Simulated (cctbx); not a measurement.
**Which space group?**

Cell: a = 6.6800 Å, b = 12.9380 Å, c = 6.9260 Å, α = 90.00°, β = 90.00°, γ = 90.00°. Expected content of the cell: Ho8 Rh8 Ge4 Ti4 Si12.

The data are simulated with cctbx, not measured: Mo Kα, λ = 0.71073 Å, to d = 0.7 Å, 70 % of the full sphere, strongest reflection 40000 counts, noise from counting, a 1.5 % proportional error and a noise floor of 8 counts (s.d.); no absorption.

A first pass over the reflections prints:

```text
4993 reflections to d = 0.700 A
centring   violations  <I/sigma> of those
    A       1906 of  2491     20.9
    B       1861 of  2505     20.0
    C       1937 of  2510     20.9
    I       1731 of  2519     14.0
    R       2607 of  3376     20.9
    F       2852 of  3753     20.6
Laue class    unique    Rint  (classes that these axes allow; Friedel mates merged)
P -1             3303   0.014
P 1 2/m 1        1876   0.017
P 1 1 2/m        1922   0.017
P 2/m 1 1        1931   0.016
P m m m          1092   0.018
space group    extra absences  I>4sigma  <I/sigma>
P 2 2 2                 0          0         -  acentric
P 2 2 21                7          0      -0.2  acentric
P 21 2 2                7          0      -0.3  acentric
P 2 21 2               13          0       0.2  acentric
P 21 21 2              20          0       0.1  acentric
P 2 21 21              20          0       0.1  acentric
P 21 2 21              14          0      -0.2  acentric
P 21 21 21             27          0      -0.0  acentric
P m m 2                 0          0         -  acentric
P 2 m m                 0          0         -  acentric
P m 2 m                 0          0         -  acentric
P 21 m a              186          0       0.0  acentric
P m 2 a               186          0       0.0  acentric
P n m 21              198          0       0.0  acentric
P n 21 m              198          0       0.0  acentric
P n 21 a              384          0       0.0  acentric
P m m m                 0          0         -  centric
P m m a               186          0       0.0  centric
P n m m :1            198          0       0.0  centric
P n m m :2            198          0       0.0  centric
P n m a               384          0       0.0  centric
Wilson B = 0.55 A^2   <|E^2-1|> = 1.004 (0.968 centric, 0.736 acentric)   E^2>4: 5.1 %
shell (A)         n   <I/sigma>
12.94 - 1.40    161     46.4
 1.40 - 1.11    140     44.5
 1.11 - 0.97    137     43.8
 0.97 - 0.88    135     38.3
 0.88 - 0.82    134     41.4
 0.82 - 0.77    125     38.1
 0.77 - 0.73    136     29.2
 0.73 - 0.70    124     37.0
```

Q: Read the symmetry from these tables.

Every centring test has many violations, so the lattice is primitive.

Rint stays low (0.014 to 0.018) up to P m m m, the highest class in these axes.

21 settings pass the absence test. The most absences obeyed, 384, belong to P n 21 a and P n m a, which absences can't tell apart.

⟨|E²−1|⟩ = 1.004 leans to a centrosymmetric structure. The Wilson B of 0.55 Å² means U ≈ 0.0070 Å².

The true group is Pnma (no. 62), Laue class mmm, centrosymmetric. The tables only narrow the choice to the tied entries; cell content, site symmetry and trial solutions must settle it.

This is a model crystal, built by substitution and not relaxed, with assumed displacement parameters.

[Logs are printed without paths, hosts, clocks, repeated set-up lines and the standing remarks that a program may print on its own settings, such as how far it seeks lower states.]
